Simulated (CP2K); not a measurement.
The B K edge of boryloxirane was computed by TDDFT (CP2K XAS_TDP, aug-cc-pVDZ, TDA) at these levels: PBE, PBEh(45%) and PBEh(45%) + GW2X. The first three lines of B1 (bonded to C and 2 H) with a strength over 0.0015, energy in eV and strength:

| run | first | second | third |
| --- | --- | --- | --- |
| 1 | 175.08 (0.040) | 177.81 (0.002) | 178.42 (0.002) |
| 2 | 183.83 (0.076) | 189.41 (0.006) | 189.78 (0.012) |
| 3 | 191.33 (0.073) | 196.92 (0.006) | 197.28 (0.011) |

**Question.** Which run is which?

Run 1: PBE (0 % exact exchange). Run 2: PBEh(45%) (45 % exact exchange). Run 3: PBEh(45%) + GW2X (45 % exact exchange). Self-interaction lifts the core level, so the uncorrected lines rise with the share of exact exchange. The GW2X run keeps the spacings of its parent: 5.59 eV between the first two lines in run 3, 5.58 eV in run 2. Its shift is +7.50 eV, since the Kohn–Sham level at this share of exchange lies that far above the quasiparticle level.

[Hosts, paths, dates, database ids (printed as entryN), source tags and the programs' standing remarks are cut or masked in the printed files.]
